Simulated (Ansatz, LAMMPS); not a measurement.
**Aqueous NH4+ and HCO3-, 1.1 mol of salt per kg of water at 280 K (166 atoms): support functions against a reference**

Aim: test how closely localised support functions follow the reference on aqueous NH4+ and HCO3-, 1.1 mol of salt per kg of water at 280 K (166 atoms), and at what cost. A setting counts as converged where the r.m.s. difference of forces stays under 1 % of the r.m.s. force.

Program: Ansatz 0.2.0. Level of theory: Kohn-Sham DFT, PBE+D3(BJ), PAW (set soft_2), plane waves. Values are calculated unless marked as measured.

## Step 1: The structure

The cell holds 166 atoms: 1 N, 109 H, 55 O and 1 C. Its edges and angles: a = 11.768 Å, b = 11.768 Å, c = 11.768 Å, α = 90.0°, β = 90.0°, γ = 90.0°. 52 H2O, 1 NH4+, 1 HCO3- placed at random, at 1.03 g/cm³; overlaps pushed apart, then 10 ps at 420 K with MMFF94 bonds, angles, torsions, charges and radii (Halgren, J. Comput. Chem. 17, 490 (1996)) in harmonic and 12-6 forms; SPC/E water (Berendsen, Grigera and Straatsma, J. Phys. Chem. 91, 6269 (1987)). Snapshot after 20 ps at 280 K and fixed volume.

Before any run, some limits are plain. The network of contacts between molecules at the start is that of the classical potential that made the cell, and needn't be the one that DFT or experiment would give. The concentration wasn't checked against solubility and may exceed it. The density was typed from a rule of thumb and may lie off the real one at this temperature. Only the Γ point is sampled, in a cell whose shortest periodic width is 12 Å.

## Step 2: How the cell was made

A classical potential supplies the starting structure, since it reaches far longer times than DFT.

This step: classical MD, MMFF94 bonds, angles, torsions, charges and radii (Halgren, J. Comput. Chem. 17, 490 (1996)) in harmonic and 12-6 forms; SPC/E water (Berendsen, Grigera and Straatsma, J. Phys. Chem. 91, 6269 (1987)) (LAMMPS 22 Jul 2025 - Update 4).

in.lmp reads:

```
# aqueous NH4+ and HCO3-, 1.1 mol of salt per kg of water
units real
atom_style full
boundary p p p
bond_style harmonic
angle_style harmonic
dihedral_style opls
improper_style harmonic
special_bonds lj 0 0 0.5 coul 0 0 0.75
read_data data.lmp
neigh_modify delay 0 every 1 check yes one 4000
comm_modify cutoff 12.0
timestep 0.5
thermo_style custom step time temp pe press density
thermo_modify norm yes
# push overlapping molecules apart
pair_style soft 2.6
pair_coeff * * 0.0
variable a equal ramp(1,60)
fix ad all adapt 1 pair soft a * * v_a
velocity all create 420 694114 mom yes dist gaussian
fix lim all nve/limit 0.03
fix lan all langevin 420 420 50 694115 zero yes
thermo 1000
run 3000 post no
unfix ad
pair_style lj/cut/coul/long 9.0
pair_modify mix arithmetic tail yes
pair_coeff 1 1 0.0721 3.3270   # N
pair_coeff 2 2 0.0100 1.2000   # H
pair_coeff 3 3 0.0763 3.0430   # O
pair_coeff 4 4 0.0678 3.4070   # C
pair_coeff 5 5 0.0763 3.0960   # O
pair_coeff 6 6 0.1553 3.1660   # O
# [... 20 lines left out ...]
compute msd all msd com yes
thermo 5000
fix md all nvt temp 280 280 100
run 20000 post no
print "== T280: mean square displacement over the hold $(c_msd[4]:%.2f) A^2"
unfix md
uncompute msd
write_dump all custom T280.dump id type xs ys zs modify sort id
```

The run is started by

```
$ lmp -in in.lmp -log none -nocite
```

Standard output:

```text
LAMMPS (22 Jul 2025 - Update 4)
Reading data file ...
  orthogonal box = (0 0 0) to (11.76822 11.76822 11.76822)
  166 atoms
  orthogonal box = (0 0 0) to (11.76822 11.76822 11.76822)
  112 bonds
  62 angles
  2 dihedrals
  1 impropers
   Step          Time           Temp          PotEng         Press         Density
         0   0              420            0.2494445      10714.68       1.0349989
      1000   500            408.88161      0.98547932     34675.028      1.0349989
      2000   1000           401.57951      0.83476397     38477.694      1.0349989
      3000   1500           418.7389       0.82774592     47142.408      1.0349989
Loop time of 0.195236 s on 1 MPI rank(s) for 3000 steps with 166 atoms
PPPM initialization ...
  G vector (1/distance) = 0.30867491
  grid = 8 8 8
  estimated relative force accuracy = 4.9334811e-05
   Step          Time           Temp          PotEng         Press         Density
      3000   1500           418.7389      -0.028601808    33338.14       1.0349989
      3100   1550           418.7389      -5.4599848     -3885.7226      1.0349989
      3200   1600           418.7389      -5.8259228     -369.50356      1.0349989
      3300   1650           418.7389      -5.979341      -3668.0926      1.0349989
Loop time of 0.472837 s on 1 MPI rank(s) for 300 steps with 166 atoms
[... 2 lines left out ...]
  Energy initial, next-to-last, final =
    -0.0286018077357258  -5.97903921770655  -5.97934100010931
  Force two-norm initial, final = 769.09503 11.493985
  Iterations, force evaluations = 300 596
   Step          Time           Temp          PotEng         Press         Density
         0   0              420           -5.979341      -3650.6958      1.0349989
      1000   500            415.55128     -4.5645206     -6623.5069      1.0349989
      2000   1000           410.17971     -4.629244      -464.05846      1.0349989
Loop time of 1.20397 s on 1 MPI rank(s) for 2000 steps with 166 atoms
   Step          Time           Temp          PotEng         Press         Density
      2000   1000           598.93497     -5.164431       8533.0212      1.0349989
[... 5 lines left out ...]
Loop time of 6.63535 s on 1 MPI rank(s) for 10000 steps with 166 atoms
   Step          Time           Temp          PotEng         Press         Density
[... 4 lines left out ...]
Loop time of 3.14364 s on 1 MPI rank(s) for 5000 steps with 166 atoms
   Step          Time           Temp          PotEng         Press         Density
[... 2 lines left out ...]
     25000   24000          284.21537     -5.3354685     -2037.5571      1.0349989
     30000   29000          305.21779     -5.2375881      721.53639      1.0349989
     35000   34000          253.4557      -5.3057876      1640.2781      1.0349989
     37000   36000          285.97204     -5.4200714     -2186.199       1.0349989
Loop time of 12.3294 s on 1 MPI rank(s) for 20000 steps with 166 atoms
== T280: mean square displacement over the hold 19.03 A^2
```

It took 24 s on 1 thread of Intel Xeon Platinum 8488C (Sapphire Rapids), shared host; peak memory 0.12 GiB.

The input also reads data.lmp (atoms, bonds and types; not printed here).

## Step 3: Plane-wave single point

The first run uses the default basis; a harder plane-wave run follows as the reference for the support functions.

input.yaml reads:

```yaml
crystal:
  lattice:
    - [11.76822, 0.0, 0.0]
    - [0.0, 11.76822, 0.0]
    - [0.0, 0.0, 11.76822]
  atoms:
    - { symbol: "N", position: [0.41289, 0.20657, 0.78335] }
    - { symbol: H, position: [0.50184, 0.23384, 0.77697] }
    - { symbol: H, position: [0.40133, 0.12462, 0.74563] }
    - { symbol: H, position: [0.3921, 0.20318, 0.86687] }
    - { symbol: H, position: [0.36162, 0.27048, 0.74501] }
    - { symbol: O, position: [0.45044, 0.13684, 0.35096] }
    - { symbol: C, position: [0.5114, 0.21001, 0.29573] }
    - { symbol: O, position: [0.61216, 0.21654, 0.32688] }
    - { symbol: O, position: [0.46026, 0.26598, 0.22073] }
    - { symbol: H, position: [0.50852, 0.11602, 0.40869] }
    - { symbol: O, position: [0.46074, 0.82679, 0.0485] }
    - { symbol: H, position: [0.51139, 0.84345, 0.98233] }
    - { symbol: H, position: [0.49961, 0.84991, 0.12044] }
    - { symbol: O, position: [0.44415, 0.48326, 0.24263] }
    - { symbol: H, position: [0.51739, 0.50927, 0.277] }
    - { symbol: H, position: [0.45202, 0.40269, 0.21681] }
    - { symbol: O, position: [0.03924, 0.44406, 0.10567] }
    - { symbol: H, position: [0.95521, 0.44479, 0.09307] }
    - { symbol: H, position: [0.0554, 0.44701, 0.18904] }
    - { symbol: O, position: [0.24776, 0.28758, 0.94649] }
    - { symbol: H, position: [0.25006, 0.37212, 0.95484] }
    - { symbol: H, position: [0.2423, 0.25168, 0.02331] }
    - { symbol: O, position: [0.01981, 0.37265, 0.68558] }
    - { symbol: H, position: [0.95494, 0.38413, 0.73925] }
    - { symbol: H, position: [0.07265, 0.31405, 0.71714] }
    - { symbol: O, position: [0.74931, 0.18982, 0.00503] }
    - { symbol: H, position: [0.81538, 0.14659, 0.97363] }
    - { symbol: H, position: [0.77747, 0.25043, 0.0575] }
    - { symbol: O, position: [0.05022, 0.0578, 0.45467] }
    - { symbol: H, position: [0.12775, 0.09256, 0.45392] }
    - { symbol: H, position: [0.02281, 0.04798, 0.37484] }
    - { symbol: O, position: [0.83976, 0.59946, 0.48471] }
    [... 128 atom lines left out ...]
    - { symbol: O, position: [0.72554, 0.0436, 0.30673] }
    - { symbol: H, position: [0.69513, 0.12246, 0.29792] }
    - { symbol: H, position: [0.80474, 0.04021, 0.27611] }
    - { symbol: O, position: [0.24128, 0.24919, 0.18162] }
    - { symbol: H, position: [0.1973, 0.29746, 0.23599] }
    - { symbol: H, position: [0.32445, 0.2626, 0.19272] }
kpoints:
  mp_grid: { grid: [1, 1, 1] }
hamiltonian:
  xc: pbe
  dispersion: d3bj
scf:
  occupations: { method: gaussian, width: 0.025 }
output:
  forces: true
  stress: true
  populations: true
  dos:
    method: { smearing: { sigma: 0.08 } }
    de: 0.1
    projected: { site_lists: { C: [C], H: [H], "N": ["N"], O: [O] } }
  eigenvalues: true
  write_density: true
  write_potential: true
  volumetric_format: npy
```

The run is started by

```
$ ansatz run input.yaml --threads 8 --pin off --max-ram 15872MiB --backend cpu --events-out ev --progress --plain --runs-dir out
```

Standard output:

```text
Engine: ansatz 0.2.0, x86_64-unknown-linux-gnu
Pseudopotentials: kind: paw
Pseudopotential: N, paw, valence charge 5, recommended cutoff 420 eV (normal), N.paw.azcp
Pseudopotential: H, paw, valence charge 1, recommended cutoff 420 eV (normal), H.paw.azcp
Pseudopotential: O, paw, valence charge 6, recommended cutoff 420 eV (normal), O.paw.azcp
Pseudopotential: C, paw, valence charge 4, recommended cutoff 420 eV (normal), C.paw.azcp
Functional definition: PBE
  parameter kappa = 0.804
  parameter beta = 0.066725
  exchange = pbe_x(kappa = kappa, mu = beta*pi^2/3)
  correlation = pbe_c(beta = beta)
Crystal: 166 atoms, lattice volume = 1629.793 Å³
Basis set: ecut = 420 eV, 31799 PW (Γ), exchange–correlation on 160×160×160 points (8 copies of the dense FFT grid, shifted against one another)
Bands: 390, of which v1, the nominal top of the filled ones, is band 224 counted from 1 (223 counted from 0)
Symmetry: 1 space group operations
Space group: P1 (ITA 1), of the structure as read, at distance tolerance 1.2e-4 Å
k-points: 1
Non-local potential: N, projectors of the file, l = 0: 2, l = 1: 2, l = 2: 1
Non-local potential: H, projectors of the file, l = 0: 2, l = 1: 1
Non-local potential: O, projectors of the file, l = 0: 2, l = 1: 2, l = 2: 1
Non-local potential: C, projectors of the file, l = 0: 2, l = 1: 2, l = 2: 1
PAW form: soft (Blöchl's): semilocal exchange-correlation on the pseudo side does not see the compensation charge
PAW one-centre angular grid: N, 110 points (default); XC on 64 Gauss nodes
PAW one-centre angular grid: H, 110 points (default); XC on 64 Gauss nodes
PAW one-centre angular grid: O, 110 points (default); XC on 64 Gauss nodes
PAW one-centre angular grid: C, 110 points (default); XC on 64 Gauss nodes
Initial density: superposition of atomic densities (neutral atoms: chi_scale 0, normalization atom), corrected by the library's trained network
Initial wavefunctions: pseudopotential atomic-orbital guess
Functional: x = pbe(κ = 0.804, μ = 0.219515), c = pbe(β = 0.066725)
SCF iter   1: F=—  HF=-33603.436767 eV  |F-HF|=—  |Δ(HF+E_count)|=         —  Δρ=3.02e-3  dr2=1.69e-1  ethr=1.77e-3  ⟨swp⟩=6.0  Hψ=1820  notcnv=0  defer=76
preconditioner: auto → Resta (q_TF=auto, 2.200 Å⁻¹)  ε∞=2.2  [insulator: Δε(μ)=4.475 eV  Ē_g=17.879 eV  σ=0.025 eV  W_gap=1.00  n_scr=256 (ndim 8)  ℏωp=19.4 eV  f_vac=0.285  D(μ)=0.00/eV (n_scr^D=0)  ε∞_Penn≈2.2]
SCF iter   2: F=—  HF=-33603.338474 eV  |F-HF|=—  |Δ(HF+E_count)|=   9.83e-2  Δρ=1.43e-3  dr2=3.33e-2  ethr=3.76e-5  ⟨swp⟩=2.0  Hψ=681  notcnv=0  defer=158
SCF iter   3: F=—  HF=-33603.309737 eV  |F-HF|=—  |Δ(HF+E_count)|=   2.87e-2  Δρ=6.28e-4  dr2=8.02e-3  ethr=7.42e-6  ⟨swp⟩=2.0  Hψ=464  notcnv=0  defer=158
SCF iter   4: F=—  HF=-33603.307737 eV  |F-HF|=—  |Δ(HF+E_count)|=   2.00e-3  Δρ=2.26e-4  dr2=8.69e-4  ethr=1.79e-6  ⟨swp⟩=2.0  Hψ=464  notcnv=0  defer=158
SCF iter   5: F=—  HF=-33603.307741 eV  |F-HF|=—  |Δ(HF+E_count)|=   4.00e-6  Δρ=1.05e-4  dr2=1.59e-4  ethr=1.94e-7  ⟨swp⟩=2.0  Hψ=452  notcnv=0  defer=158
SCF iter   6: F=—  HF=-33603.307723 eV  |F-HF|=—  |Δ(HF+E_count)|=   1.75e-5  Δρ=4.49e-5  dr2=2.73e-5  ethr=3.55e-8  ⟨swp⟩=3.0  Hψ=455  notcnv=0  defer=158
SCF iter   7: F=—  HF=-33603.307594 eV  |F-HF|=—  |Δ(HF+E_count)|=   1.30e-4  Δρ=1.19e-5  dr2=1.79e-6  ethr=6.09e-9  ⟨swp⟩=3.0  Hψ=613  notcnv=0  defer=158
SCF iter   8: F=—  HF=-33603.307594 eV  |F-HF|=—  |Δ(HF+E_count)|=   6.12e-7  Δρ=5.35e-6  dr2=4.02e-7  ethr=3.99e-10  ⟨swp⟩=2.0  Hψ=456  notcnv=0  defer=158
SCF iter   9: F=-33603.307594 eV  HF=-33603.307594 eV  |F-HF|=9.31e-10  |Δ(HF+E_count)|=   1.72e-8  Δρ=1.37e-6  dr2=2.59e-8  ethr=2.23e-11  ⟨swp⟩=20.0  Hψ=3467  notcnv=0
SCF 1 converged in 9 iterations: F = -33603.307594 eV  dr2 = 2.59e-8
  greatest PAW one-centre occupation: 0.875 electrons in one spin orbital (limit 2), on the O atom at site 5 (counted from 0), in its partial waves of l = 0
WARN: The input density's exchange-correlation potential varies sharply where the density is thin. Do not read a vacuum level from v_tot or v_xc, or from such a field of the output density. On a cell that repeats whose density bears no net charge and no dipole along the vacuum's axis use v_es (v_loc + v_h of the components); [...]
SCF converged after 9 iterations
Free energy (F): -33603.307594 eV
Harris-Foulkes:  -33603.307594 eV  (|F-HF|=9.31e-10)
Internal energy: -33603.307594 eV  (E = F + TS)
E sigma→0 (E₀):  -33603.307594 eV
Fermi energy:    -0.051662 eV
--- Per-component energies (eV) ---
  E_band       = -4286.667211
  E_kinetic    = 11331.373325
  E_local      = -35767.043459  (includes V_loc(G=0)·N_el)
  E_nonlocal   = 2902.890759
  E_hartree    = 12926.994585
  E_xc         = -5094.631155
  E_vxc        = -6509.121316  (∫ρ·V_xc dr)
  E_paw        = -9010.647745  (= ΣΔE_a)
  E_vpaw       = -2098.772551  (= ΣTr[D̂ρ^β])
  E_aug_tail   = 0.012264  (compensation charges beyond the density's cutoff)
  E_ewald      = -10886.428662
  E_disp       = -5.827506  (pairwise vdW)
  E_smearing   = -0.000000  (= −TS)
  E_closure    = 0.000000  (closes the sum)
  Σ components = -33603.307594   (vs F -33603.307594, Δ=0.00e0)
--- Forces (eV/Å), atoms counted from 1 ---
  atom   1  N      1.50061755     0.35039697    -0.86219138
  atom   2  H     -1.76729444    -0.78241698    -0.01965060
  atom   3  H     -0.12866185     1.14079424     0.09952907
  atom   4  H      0.05788211     0.01995049     0.65967899
  atom   5  H      0.72624331    -1.07369577    -0.21062173
  atom   6  O     -0.52988502    -1.74521586     1.85563653
  atom   7  C     -0.20971989     1.96001461    -1.92684310
  atom   8  O      1.27945520     1.11150374     0.14053189
  atom   9  O      0.29992488     0.08181442    -0.77791060
  atom  10  H     -1.07275673    -0.95251746     1.07409571
  atom  11  O     -0.43085735    -0.31574439     0.46065057
  atom  12  H      0.22354600     0.59781251     0.51894917
  atom  13  H      0.14308570    -0.13641855    -0.43993843
  atom  14  O      0.06398426     0.45856560    -0.09068552
[...]
atom 165  H      0.30259835    -0.18388681    -0.61872571
  atom 166  H     -0.50960961    -0.29135960     0.32937532
  max |Σ_I F_I| component: 6.69e-5 eV/Å
--- Stress (GPa, compression-positive) ---
       -1.828664      -0.075870      -0.283310
       -0.075870      -1.300176      -0.364576
       -0.283310      -0.364576      -1.728554
  P = ⅓ Tr σ = -1.6191 GPa (-16.191 kbar)
--- Band table (eV) ---
  k-point 0: bands = ["-25.7089", "-22.3697", "-21.8713", "-21.7263", [... 374 levels ...], "11.1559", "11.1869", "11.2071", "11.2504", "11.2854", "11.3126", "11.3488", "11.3774", "11.4345", "11.5184", "11.5226", "11.5477"]
--- Löwdin populations: 166 sites ---
  site symbol       q [e]
     0      N      5.4882
     1      H      0.6674
     2      H      0.6516
[...]
165      H      0.6257
  spilling = 0.010935 (of n_electrons = 448.000000)
```

The job ended after 7.9 s (8 threads of Intel Xeon Platinum 8488C (Sapphire Rapids), shared host; peak memory 2.2 GiB; 56 s of CPU time).

Reading the cycles: dr2 is the Hartree energy of the density residual (eV), the measure of convergence; HF is the Harris–Foulkes estimate of the energy, which meets the free energy F at convergence.

The program notes that the exchange-correlation potential is rough where the density is thin.

Numbers from this run:

```
free energy                                      : -33603.3076 eV
free energy per atom                             : -202.4296 eV/atom
SCF cycles                                       : 9
pressure                                         : -1.619 GPa
r.m.s. force component                           : 0.5222 eV/Å
longest force                                    : 2.757 eV/Å
Fermi energy                                     : -0.05166 eV
gap (highest filled to lowest empty level) : 4.482 eV
spilling of the projection                       : 0.01094
```

The r.m.s. force component of 0.52 eV/Å and the pressure of -1.6 GPa set the scale for the differences below.

## Step 4: Plane waves at 750 eV (750 eV)

The grid of the support functions holds more waves than the default cutoff, so they are judged against a harder plane-wave run.

input.yaml, the sections that differ from step 3:

```yaml
output:
  forces: true
  eigenvalues: true
basis:
  ecutwfc: "750 eV"
# crystal, kpoints, hamiltonian, scf: as in step 3
```

Standard output:

```text
[...]
Crystal: 166 atoms, lattice volume = 1629.793 Å³
Basis set: ecut = 750 eV, 76117 PW (Γ), exchange–correlation on 216×216×216 points (8 copies of the dense FFT grid, shifted against one another)
Bands: 390, of which v1, the nominal top of the filled ones, is band 224 counted from 1 (223 counted from 0)
Symmetry: 1 space group operations
[...]
k-points: 1
[...]
SCF iter   1: F=—  HF=-33604.291105 eV  |F-HF|=—  |Δ(HF+E_count)|=         —  Δρ=3.25e-3  dr2=1.72e-1  ethr=1.77e-3  ⟨swp⟩=6.0  Hψ=1825  notcnv=0  defer=77
[...]
SCF iter   3: F=—  HF=-33604.169548 eV  |F-HF|=—  |Δ(HF+E_count)|=   2.73e-2  Δρ=6.52e-4  dr2=8.06e-3  ethr=7.47e-6  ⟨swp⟩=2.0  Hψ=464  notcnv=0  defer=28
automatic band count: iteration 3 solves 260 bands in place of 390: the levels show a gap, and the empty bands left out lie too high to hold charge; the band table lists the bands solved (type scf.n_extra_bands for more)
SCF iter   4: F=—  HF=-33604.167599 eV  |F-HF|=—  |Δ(HF+E_count)|=   1.95e-3  Δρ=2.29e-4  dr2=8.72e-4  ethr=1.80e-6  ⟨swp⟩=2.0  Hψ=464  notcnv=0  defer=28
[...]
SCF iter   9: F=-33604.169590 eV  HF=-33604.169590 eV  |F-HF|=6.04e-10  |Δ(HF+E_count)|=   1.30e-8  Δρ=1.35e-6  dr2=2.48e-8  ethr=2.23e-11  ⟨swp⟩=14.0  Hψ=1237  notcnv=0
SCF 1 converged in 9 iterations: F = -33604.169590 eV  dr2 = 2.48e-8
[...]
SCF converged after 9 iterations
Free energy (F): -33604.169590 eV
[...]
Internal energy: -33604.169590 eV  (E = F + TS)
E sigma→0 (E₀):  -33604.169590 eV
Fermi energy:    -0.051883 eV
[...]
Σ components = -33604.169590   (vs F -33604.169590, Δ=0.00e0)
--- Forces (eV/Å), atoms counted from 1 ---
  atom   1  N      1.49961586     0.35079452    -0.86074568
  atom   2  H     -1.77960154    -0.78591952    -0.01823877
  atom   3  H     -0.12711490     1.15254763     0.10536516
  atom   4  H      0.06189425     0.02077793     0.64407206
[...]
atom 166  H     -0.52557453    -0.29351141     0.32834218
  max |Σ_I F_I| component: 6.89e-5 eV/Å
--- Band table (eV) ---
[...]
```

Elapsed: 9.5 s, on 8 threads; peak memory 4.4 GiB; 70 s of CPU time.

Forces differ from the reference by 10 meV/Å r.m.s., 2.0 % of their size, over a tolerance of 1 %; the energy by -5.2 meV/atom. This is the tighter run, so the reference isn't converged in this setting (nor is this run shown to be).

[end of part 1 of 4]

[Long decimals in the printed logs are rounded to 6 places.]

[Logs are printed without paths, hosts, clocks, repeated set-up lines and the standing remarks that a program may print on its own settings, such as how far it seeks lower states.]

[Hosts, paths, dates, database ids (printed as entryN), source tags and the programs' standing remarks are cut or masked in the printed files.]

[The MMFF94 radii named for the starting cell were scaled by 0.96; in molecules described by MMFF94, hydrogen bound to N, O or S took a small fixed 12-6 site in their place.]
